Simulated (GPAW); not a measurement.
# Ag2PdO2 (Immm): the Ag L₃ absorption edge, part 3 of 3

How does the Ag L₃ edge of Ag2PdO2 (Immm) move when the bonds are compressed or stretched?

GPAW 26.7.0; X-ray absorption from dipole matrix elements to empty bands, plane-wave PAW LDA.

So far. Step 4 (Spectrum with XCH, Ag atom 1): The energy difference (zero at 3396 eV) isn't read as a photon energy: for so heavy an absorber the terms left out (core spin–orbit splitting, the hole's spin, the functional's error) amount to tens of eV or more. Step 6 (Spectrum with XCH, Ag atom 1): The scaled spectrum changes by 9 % r.m.s. The highest intensity below 24 eV goes from 21.8 eV (2.32) to 22.6 eV (2.23).

### Step 7. Supercell without a hole, the energy reference

Level of this step: plane-wave PAW DFT, LDA, self-consistent field (GPAW).

The cell changes for the next run, so it gets a reference energy of its own.

The cell differs from the one that the last finished run ended in (a 5.290 → 5.347 Å, b 5.290 → 5.347 Å, c 5.477 → 5.536 Å).

scf.py reads:

```python
import numpy as np
from ase import Atoms
from ase.parallel import parprint, paropen
from gpaw import GPAW, PW, FermiDirac, Mixer, MixerDif, setup_paths
from gpaw.test import gen
setup_paths.insert(0, '.')
gen('Ag', name='nch2p', xcname='LDA', corehole=(2, 1, 0), write_xml=True)
from gpaw.mpi import world
world.barrier()

atoms = Atoms('Ag4Pd2O4',
    cell=[[2.9466244, -4.46224003, 0],
     [2.9466244, 4.46224003, 0],
     [-1.4733122, 2.23112002, 4.84782471]],
    scaled_positions=[[0.64242, 0, 0.28484],
     [0.14242, 0.5, 0.28484],
     [0.35758, 0, 0.71516],
     [0.85758, 0.5, 0.71516],
     [0, 0, 0],
     [0.5, 0.5, 0],
     [0.3873, 0.25, 0.2746],
     [0.8873, 0.75, 0.2746],
     [0.1127, 0.25, 0.7254],
     [0.6127, 0.75, 0.7254]],
    pbc=True)
atoms.calc = calc = GPAW(legacy_gpaw=True, mode=PW(500), xc='LDA', setups={0: 'nch2p'},
    kpts={'size': (4, 4, 4), 'gamma': True}, occupations=FermiDirac(0.1),
    charge=0, mixer=Mixer(0.1, 5, 50), maxiter=150,
    convergence={'density': 0.0001}, txt='scf.txt')
energy = atoms.get_potential_energy() + calc.get_reference_energy()
ef = calc.get_fermi_level()
out = dict(energy=energy, fermi=ef, forces=atoms.get_forces().tolist())
parprint(f'all-electron energy {energy:.4f} eV, Fermi level {ef:.4f} eV')
ev = np.array([[calc.get_eigenvalues(k, s) for k in range(len(calc.get_ibz_k_points()))] for s in range(calc.get_number_of_spins())])
out['homo'], out['lumo'], out['counts'] = ev[ev < ef].max(), ev[ev > ef].min(), sorted(set((ev < ef).sum((0, 2)).tolist()))
out['filled'] = (ev[:, 0] < ef).sum(1).tolist()
import json
with paropen('out.json', 'w') as f:
    json.dump(out, f)
```

Launch:

```bash
$ OMP_NUM_THREADS=1 mpirun -n 2 gpaw python scf.py
```

Numbers of over 12 decimals in the logs are rounded to 6 here.

What it wrote:

```text
Input parameters:
  convergence: {density: 0.0001}
  kpts: {gamma: True,
         size: (4, 4, 4)}
  maxiter: 150
  mixer: {backend: pulay,
          beta: 0.1,
          method: separate,
          nmaxold: 5,
          weight: 50}
  mode: {ecut: 500.0,
         name: pw}
  occupations: {fixmagmom: False,
                name: fermi-dirac,
                width: 0.1}
  setups: {0: nch2p}

Initialize ...

[...]
*s    :     0.826971
4p(6) :    -2.156374     0.098157
5p(0) :    -0.031010     1.000632
4d(10):    -0.281652     0.447815
*d    :     0.718348
--------------------------------

Diagonalizing with gridspacing h=0.050

state   all-electron     PAW
-------------------------------
5s:      -0.173029    -0.173164
4p:      -2.156374    -2.156890
4d:      -0.281652    -0.282465
*f:                    0.070818
-------------------------------
all-electron energy -860215.8787 eV, Fermi level 7.6943 eV
[key lines of the parts left out:]
Converged after 16 iterations.
Dipole moment: (-0.000000, -0.000000, 0.000000) |e|*Ang
Free energy:    -49.978423
Fermi level: 7.69432
```

Run time: 2 min. Hardware: 2 MPI ranks of Arm Neoverse V2, shared host; peak memory 0.37 GiB.

Reference energy: -860215.879 eV with the cores included.

### Step 8. Spectrum with XCH, Ag atom 1

Shorter bonds are expected to push antibonding states and scattering resonances up, and longer ones down; the cell is scaled to test that.

Changed against the first core-hole run: volume scale from 1 to 0.94; the field's mesh follows (4×3×4 to 4×4×4).

xas.py reads:

```python
import numpy as np
from ase import Atoms
from ase.parallel import parprint, paropen
from gpaw import GPAW, PW, FermiDirac, Mixer, MixerDif, setup_paths
from gpaw.test import gen
setup_paths.insert(0, '.')
gen('Ag', name='fch2p', xcname='LDA', corehole=(2, 1, 1), write_xml=True)
from gpaw.mpi import world
world.barrier()

atoms = Atoms('Ag4Pd2O4',
    cell=[[2.9466244, -4.46224003, 0],
     [2.9466244, 4.46224003, 0],
     [-1.4733122, 2.23112002, 4.84782471]],
    scaled_positions=[[0.64242, 0, 0.28484],
     [0.14242, 0.5, 0.28484],
     [0.35758, 0, 0.71516],
     [0.85758, 0.5, 0.71516],
     [0, 0, 0],
     [0.5, 0.5, 0],
     [0.3873, 0.25, 0.2746],
     [0.8873, 0.75, 0.2746],
     [0.1127, 0.25, 0.7254],
     [0.6127, 0.75, 0.7254]],
    pbc=True)
atoms.calc = calc = GPAW(legacy_gpaw=True, mode=PW(500), xc='LDA', setups={0: 'fch2p'},
    kpts={'size': (4, 4, 4), 'gamma': True}, occupations=FermiDirac(0.1),
    charge=-1, mixer=Mixer(0.1, 5, 50), maxiter=150,
    convergence={'density': 0.0001}, txt='scf.txt')
energy = atoms.get_potential_energy() + calc.get_reference_energy()
ef = calc.get_fermi_level()
out = dict(energy=energy, fermi=ef, forces=atoms.get_forces().tolist())
parprint(f'all-electron energy {energy:.4f} eV, Fermi level {ef:.4f} eV')
ev = np.array([[calc.get_eigenvalues(k, s) for k in range(len(calc.get_ibz_k_points()))] for s in range(calc.get_number_of_spins())])
out['homo'], out['lumo'], out['counts'] = ev[ev < ef].max(), ev[ev > ef].min(), sorted(set((ev < ef).sum((0, 2)).tolist()))
out['filled'] = (ev[:, 0] < ef).sum(1).tolist()

from ase.units import Ha
from gpaw.xas import dipole_matrix_elements
nb = int(calc.get_number_of_electrons() / 2) + 89
top, nb = nb, nb + 8 + nb // 12
nscf = calc.fixed_density(kpts={'size': (4, 4, 4), 'gamma': True}, nbands=nb,
    convergence={'bands': top, 'eigenstates': 1e-5}, maxiter=60, txt='nscf.txt')
cell = atoms.cell.array
ops = [cell.T @ U.T @ np.linalg.inv(cell.T) for U in nscf.wfs.kd.symmetry.op_scc]
E = np.arange(-6, 34, 0.1)
fwhm = np.interp(E, [4, 25], [2.4, 3.5])
Y, X, zero, highest = 0, 0, 1e9, 1e9
for spin in range(nscf.get_number_of_spins()):
    wfs = nscf.wfs
    A = dipole_matrix_elements(wfs.setups[0])
    eps = np.zeros((wfs.kd.nibzkpts, nb))
    d = np.zeros((3, A.shape[1], wfs.kd.nibzkpts, nb), complex)
    for kpt in wfs.kpt_u:
        if kpt.s == spin and 0 in kpt.P_ani:
            eps[kpt.k] = kpt.eps_n * Ha
            d[:, :, kpt.k] = (kpt.weight * wfs.nspins / 2) ** 0.5 * np.inner(A, kpt.P_ani[0])
    world.sum(eps)
    world.sum(d)
    T = np.einsum('amkn,bmkn->abkn', d, d.conj()).real
    T = sum(np.einsum('ai,ijkn,bj->abkn', R, T, R) for R in ops) / len(ops)
    empty = eps > ef
    zero, highest = min(zero, eps[empty].min()), min(highest, eps[:, top - 1].min())
    lines = [(eps, T, empty)] if spin == 0 else lines + [(eps, T, empty)]
for eps, T, empty in lines:
    f = np.einsum('aakn->akn', T).reshape(3, -1)
    x = eps.ravel() - zero
    w = np.interp(x, E, fwhm) / 2.35482
    g = np.exp(-0.5 * ((E[:, None] - x) / w) ** 2) / (w * (2 * np.pi) ** 0.5)
    Y = Y + (f * empty.ravel()) @ g.T
    X = X + (f * ~empty.ravel()) @ g.T
out.update(E=E.round(2).tolist(), xas=Y.tolist(), xes=X.tolist(), zero=zero, valid=highest - zero, nk=len(eps), nb=nb)
for i in range(0, len(E), 10):
    parprint(f'{E[i]:7.2f}', *(f'{v:10.3e}' for v in Y[:, i]))
import json
with paropen('out.json', 'w') as f:
    json.dump(out, f)
```

Launch:

```bash
$ OMP_NUM_THREADS=1 mpirun -n 2 gpaw python xas.py
```

What it wrote:

```text
Input parameters:
  charge: -1
  convergence: {density: 0.0001}
  kpts: {gamma: True,
         size: (4, 4, 4)}
  maxiter: 150
  mixer: {backend: pulay,
          beta: 0.1,
          method: separate,
          nmaxold: 5,
          weight: 50}
  mode: {ecut: 500.0,
         name: pw}
  occupations: {fixmagmom: False,
                name: fermi-dirac,
                width: 0.1}
  setups: {0: fch2p}

Initialize ...

[...]
*d    :     0.227354
--------------------------------

Diagonalizing with gridspacing h=0.050

state   all-electron     PAW
-------------------------------
5s:      -0.484124    -0.484379
4p:      -2.742751    -2.743231
4d:      -0.772646    -0.773501
*f:                   -0.020772
-------------------------------
all-electron energy -856819.8259 eV, Fermi level 8.4936 eV
[...]
32.00  2.728e-06  2.775e-06  2.786e-06
  33.00  2.770e-06  2.770e-06  2.691e-06
[key lines of the parts left out:]
Converged after 16 iterations.
Dipole moment: (0.190830, -0.288985, -0.288195) |e|*Ang
Free energy:    -57.850795
Fermi level: 8.49365
```

Wall time 5.2 min (2 MPI ranks); peak memory 0.63 GiB; 10 min of CPU time.

| E (eV) | first run | this run |
| --- | --- | --- |
| -2.0 | 0.02 | 0.02 |
| -1.0 | 0.12 | 0.13 |
| 0.0 | 0.35 | 0.39 |
| 1.0 | 0.54 | 0.58 |
| 2.0 | 0.52 | 0.55 |
| 3.0 | 0.45 | 0.48 |
| 4.0 | 0.48 | 0.50 |
| 5.0 | 0.58 | 0.60 |
| 6.0 | 0.74 | 0.76 |
| 7.0 | 0.90 | 0.95 |
| 8.0 | 0.91 | 0.99 |
| 9.0 | 0.94 | 0.98 |
| 10.0 | 1.09 | 1.11 |
| 11.0 | 1.23 | 1.26 |
| 12.0 | 1.33 | 1.36 |
| 13.0 | 1.34 | 1.38 |
| 14.0 | 1.23 | 1.27 |
| 15.0 | 1.08 | 1.11 |
| 16.0 | 1.04 | 1.02 |
| 17.0 | 1.19 | 1.09 |
| 18.0 | 1.46 | 1.30 |
| 19.0 | 1.79 | 1.60 |
| 20.0 | 2.10 | 1.92 |
| 21.0 | 2.28 | 2.16 |
| 22.0 | 2.32 | 2.26 |
| 23.0 | 2.24 | 2.25 |
| 24.0 | 2.06 | 2.14 |
| 25.0 | 1.84 | 1.97 |
| 26.0 | 1.63 | 1.77 |
| 27.0 | 1.48 | 1.58 |
| 28.0 | 1.38 | 1.44 |
| 29.0 | 1.31 | 1.35 |
| 30.0 | 1.25 | 1.27 |
| 31.0 | 1.21 | 1.21 |
| 32.0 | 1.19 | 1.17 |

The scaled spectrum changes by 6 % r.m.s. The highest intensity below 24 eV goes from 21.8 eV (2.32) to 22.4 eV (2.27).

The photon energy of the zero moves by +0.21 eV.

### Step 9. Reference energy of the supercell

The cell and mesh change for the next run, so it gets a reference energy of its own.

The cell differs from the one that the last finished run ended in (a 5.347 → 5.618 Å, b 5.347 → 5.618 Å, c 5.536 → 5.816 Å).

scf.py, as its differences from that of step 7:

```diff
@@ -11,5 +11,5 @@
 atoms = Atoms('Ag4Pd2O4',
-    cell=[[2.9466244, -4.46224003, 0],
-     [2.9466244, 4.46224003, 0],
-     [-1.4733122, 2.23112002, 4.84782471]],
+    cell=[[3.09569141, -4.68798064, 0],
+     [3.09569141, 4.68798064, 0],
+     [-1.54784571, 2.34399032, 5.0930717]],
     scaled_positions=[[0.64242, 0, 0.28484],
@@ -26,3 +26,3 @@
 atoms.calc = calc = GPAW(legacy_gpaw=True, mode=PW(500), xc='LDA', setups={0: 'nch2p'},
-    kpts={'size': (4, 4, 4), 'gamma': True}, occupations=FermiDirac(0.1),
+    kpts={'size': (4, 3, 4), 'gamma': True}, occupations=FermiDirac(0.1),
     charge=0, mixer=Mixer(0.1, 5, 50), maxiter=150,
```

Launch:

```bash
$ OMP_NUM_THREADS=1 mpirun -n 2 gpaw python scf.py
```

What it wrote:

```text
Input parameters:
  convergence: {density: 0.0001}
  kpts: {gamma: True,
         size: (4, 3, 4)}
  maxiter: 150
  mixer: {backend: pulay,
          beta: 0.1,
          method: separate,
          nmaxold: 5,
          weight: 50}
  mode: {ecut: 500.0,
         name: pw}
  occupations: {fixmagmom: False,
                name: fermi-dirac,
                width: 0.1}
  setups: {0: nch2p}

Initialize ...

[...]
*s    :     0.826971
4p(6) :    -2.156374     0.098157
5p(0) :    -0.031010     1.000632
4d(10):    -0.281652     0.447815
*d    :     0.718348
--------------------------------

Diagonalizing with gridspacing h=0.050

state   all-electron     PAW
-------------------------------
5s:      -0.173029    -0.173164
4p:      -2.156374    -2.156890
4d:      -0.281652    -0.282465
*f:                    0.070818
-------------------------------
all-electron energy -860214.8953 eV, Fermi level 5.5019 eV
[key lines of the parts left out:]
Converged after 16 iterations.
Dipole moment: (-0.000000, 0.000000, 0.000000) |e|*Ang
Free energy:    -49.002365
Fermi level: 5.50187
```

Run time: 99 s. Hardware: 2 MPI ranks; peak memory 0.35 GiB; 3.3 min of CPU time.

Reference energy: -860214.895 eV with the cores included.

### Step 10. Spectrum with XCH, Ag atom 1

Shorter bonds are expected to push antibonding states and scattering resonances up, and longer ones down; the cell is scaled to test that.

Changed against the first core-hole run: volume scale from 1 to 1.09.

xas.py, as its differences from that of step 8:

```diff
@@ -11,5 +11,5 @@
 atoms = Atoms('Ag4Pd2O4',
-    cell=[[2.9466244, -4.46224003, 0],
-     [2.9466244, 4.46224003, 0],
-     [-1.4733122, 2.23112002, 4.84782471]],
+    cell=[[3.09569141, -4.68798064, 0],
+     [3.09569141, 4.68798064, 0],
+     [-1.54784571, 2.34399032, 5.0930717]],
     scaled_positions=[[0.64242, 0, 0.28484],
@@ -26,3 +26,3 @@
 atoms.calc = calc = GPAW(legacy_gpaw=True, mode=PW(500), xc='LDA', setups={0: 'fch2p'},
-    kpts={'size': (4, 4, 4), 'gamma': True}, occupations=FermiDirac(0.1),
+    kpts={'size': (4, 3, 4), 'gamma': True}, occupations=FermiDirac(0.1),
     charge=-1, mixer=Mixer(0.1, 5, 50), maxiter=150,
@@ -39,3 +39,3 @@
 from gpaw.xas import dipole_matrix_elements
-nb = int(calc.get_number_of_electrons() / 2) + 89
+nb = int(calc.get_number_of_electrons() / 2) + 101
 top, nb = nb, nb + 8 + nb // 12
```

Launch:

```bash
$ OMP_NUM_THREADS=1 mpirun -n 2 gpaw python xas.py
```

What it wrote:

```text
Input parameters:
  charge: -1
  convergence: {density: 0.0001}
  kpts: {gamma: True,
         size: (4, 3, 4)}
  maxiter: 150
  mixer: {backend: pulay,
          beta: 0.1,
          method: separate,
          nmaxold: 5,
          weight: 50}
  mode: {ecut: 500.0,
         name: pw}
  occupations: {fixmagmom: False,
                name: fermi-dirac,
                width: 0.1}
  setups: {0: fch2p}

Initialize ...

[...]
*d    :     0.227354
--------------------------------

Diagonalizing with gridspacing h=0.050

state   all-electron     PAW
-------------------------------
5s:      -0.484124    -0.484379
4p:      -2.742751    -2.743231
4d:      -0.772646    -0.773501
*f:                   -0.020772
-------------------------------
all-electron energy -856819.2803 eV, Fermi level 6.1810 eV
[...]
32.00  2.985e-06  2.787e-06  2.742e-06
  33.00  3.190e-06  2.881e-06  2.842e-06
[key lines of the parts left out:]
Converged after 17 iterations.
Dipole moment: (0.205486, -0.311180, -0.310014) |e|*Ang
Free energy:    -57.302685
Fermi level: 6.18097
```

Elapsed: 5.7 min, on 2 MPI ranks; peak memory 0.67 GiB.

| E (eV) | first run | this run |
| --- | --- | --- |
| -2.0 | 0.02 | 0.02 |
| -1.0 | 0.12 | 0.10 |
| 0.0 | 0.35 | 0.31 |
| 1.0 | 0.54 | 0.48 |
| 2.0 | 0.52 | 0.47 |
| 3.0 | 0.45 | 0.41 |
| 4.0 | 0.48 | 0.45 |
| 5.0 | 0.58 | 0.54 |
| 6.0 | 0.74 | 0.69 |
| 7.0 | 0.90 | 0.81 |
| 8.0 | 0.91 | 0.82 |
| 9.0 | 0.94 | 0.89 |
| 10.0 | 1.09 | 1.04 |
| 11.0 | 1.23 | 1.18 |
| 12.0 | 1.33 | 1.27 |
| 13.0 | 1.34 | 1.26 |
| 14.0 | 1.23 | 1.15 |
| 15.0 | 1.08 | 1.05 |
| 16.0 | 1.04 | 1.13 |
| 17.0 | 1.19 | 1.37 |
| 18.0 | 1.46 | 1.70 |
| 19.0 | 1.79 | 2.04 |
| 20.0 | 2.10 | 2.28 |
| 21.0 | 2.28 | 2.35 |
| 22.0 | 2.32 | 2.27 |
| 23.0 | 2.24 | 2.08 |
| 24.0 | 2.06 | 1.84 |
| 25.0 | 1.84 | 1.62 |
| 26.0 | 1.63 | 1.47 |
| 27.0 | 1.48 | 1.39 |
| 28.0 | 1.38 | 1.32 |
| 29.0 | 1.31 | 1.27 |
| 30.0 | 1.25 | 1.22 |
| 31.0 | 1.21 | 1.20 |
| 32.0 | 1.19 | 1.21 |

Against the first run the r.m.s. difference is 8 %. The highest intensity below 24 eV goes from 21.8 eV (2.32) to 21.0 eV (2.35).

The photon energy of the zero moves by -0.23 eV.

### Step 11. The volumes side by side

| volume | nearest distance (Å) | shift of the zero (eV) | maximum 1 (eV above own zero) | maximum 2 (eV above own zero) | maximum 3 (eV above own zero) |
| --- | --- | --- | --- | --- | --- |
| 0.91 | 2.208 | +0.33 | 1.2 | 12.8 | 22.6 |
| 0.94 | 2.232 | +0.21 | 1.2 | 12.6 | 22.4 |
| 1 | 2.278 | +0.00 | 1.4 | 12.6 | 21.8 |
| 1.09 | 2.345 | -0.23 | 1.4 | 12.4 | 21.0 |

The curves, each shifted by its zero's change so that they share one photon-energy axis, counted from the zero at V × 1:

| E (eV) | V × 0.91 | V × 0.94 | V × 1 | V × 1.09 |
| --- | --- | --- | --- | --- |
| -2.0 | 0.01 | 0.01 | 0.02 | 0.03 |
| -1.0 | 0.08 | 0.09 | 0.12 | 0.14 |
| 0.0 | 0.30 | 0.32 | 0.35 | 0.37 |
| 1.0 | 0.56 | 0.56 | 0.54 | 0.49 |
| 2.0 | 0.59 | 0.57 | 0.52 | 0.45 |
| 3.0 | 0.51 | 0.49 | 0.45 | 0.41 |
| 4.0 | 0.50 | 0.49 | 0.48 | 0.46 |
| 5.0 | 0.57 | 0.57 | 0.58 | 0.57 |
| 6.0 | 0.71 | 0.72 | 0.74 | 0.73 |
| 7.0 | 0.91 | 0.92 | 0.90 | 0.81 |
| 8.0 | 1.03 | 0.99 | 0.91 | 0.82 |
| 9.0 | 1.00 | 0.97 | 0.94 | 0.92 |
| 10.0 | 1.07 | 1.07 | 1.09 | 1.08 |
| 11.0 | 1.23 | 1.23 | 1.23 | 1.21 |
| 12.0 | 1.35 | 1.34 | 1.33 | 1.28 |
| 13.0 | 1.39 | 1.38 | 1.34 | 1.24 |
| 14.0 | 1.34 | 1.31 | 1.23 | 1.12 |
| 15.0 | 1.18 | 1.14 | 1.08 | 1.05 |
| 16.0 | 1.03 | 1.02 | 1.04 | 1.17 |
| 17.0 | 1.02 | 1.06 | 1.19 | 1.44 |
| 18.0 | 1.16 | 1.25 | 1.46 | 1.78 |
| 19.0 | 1.41 | 1.53 | 1.79 | 2.10 |
| 20.0 | 1.72 | 1.86 | 2.10 | 2.31 |
| 21.0 | 2.01 | 2.12 | 2.28 | 2.35 |
| 22.0 | 2.19 | 2.25 | 2.32 | 2.24 |
| 23.0 | 2.23 | 2.26 | 2.24 | 2.02 |
| 24.0 | 2.18 | 2.17 | 2.06 | 1.78 |
| 25.0 | 2.07 | 2.01 | 1.84 | 1.58 |
| 26.0 | 1.90 | 1.81 | 1.63 | 1.45 |
| 27.0 | 1.70 | 1.61 | 1.48 | 1.37 |
| 28.0 | 1.52 | 1.46 | 1.38 | 1.31 |
| 29.0 | 1.40 | 1.36 | 1.31 | 1.26 |
| 30.0 | 1.31 | 1.29 | 1.25 | 1.22 |
| 31.0 | 1.23 | 1.22 | 1.21 | 1.20 |
| 32.0 | 1.17 | 1.18 | 1.19 | 1.22 |

### Step 12. Summary of results

* absorber and edge: Ag L₃, atom 1 of the ground-state input (counted from 1)
* surroundings: 2 O at 2.28 Å and 2 O at 2.65 Å (4-fold, site symmetry mm2)
* highest intensity below 24 eV: 21.8 eV above the zero, height 2.32

What this shows: From V × 0.91 to V × 1.09 the nearest distance grows by 0.137 Å and the zero moves by -0.55 eV. Above their own zero, the maxima move from 1.2 to 1.4 eV, from 12.8 to 12.4 eV and from 22.6 to 21.0 eV. The one highest in energy moves most, in the direction that the rule ΔE·R² ≈ constant for scattering resonances gives. The Ag L₃ edge of atom 1, with 2 O at 2.28 Å and 2 O at 2.65 Å (4-fold, site symmetry mm2), has its highest intensity of the first 24 eV at 21.8 eV above the zero, 2.3 times the mean level of the first 20 eV (Gaussian full width 2.4 eV up to 4 eV, rising linearly to 3.5 eV at 25 eV). At the Ag L₃ edge of atom 1 polarisation matters most near 2.8 eV, where the curves differ by 0.6 on this scale. Only the L₃ part is meant: spin–orbit coupling of the core level isn't computed and the L₂ copy isn't added. The script folds with a Gaussian, whereas the core hole's own line is a Lorentzian, so the onset is too steep and the first peak too high. The unit cell's mesh shows no gap over 0.35 eV. That is right for a metallic compound; for a small-gap or correlated insulator it would be the fault of the functional or of the assumed magnetic order, and the hole would be screened too well. The holes are only 5.5 Å apart, so the shape is probably not converged with cell size; no larger cell was run here. The mesh is coarse (0.35 Å⁻¹ between points), so small maxima may be mesh ripples. Lifetime broadening is put in by hand, and intensities beyond about 20 eV depend on it and on the partial waves. The structure is a published determination, not relaxed.

[Banner, clock and machine lines of the logs are left out without a mark of their own.]

[Logs are printed without paths, hosts, clocks, repeated set-up lines and the standing remarks that a program may print on its own settings, such as how far it seeks lower states.]

[Hosts, paths, dates, database ids (printed as entryN), source tags and the programs' standing remarks are cut or masked in the printed files.]

[Lists of maxima count a maximum above −3 eV only where it reaches 4 % of the highest in the window and stands out from its surroundings by 2 % of it (1.5 % where it reaches 55 %); shoulders and weaker maxima are passed over, and of the rest the first, up to two pre-edge ones and the few strongest are named.]
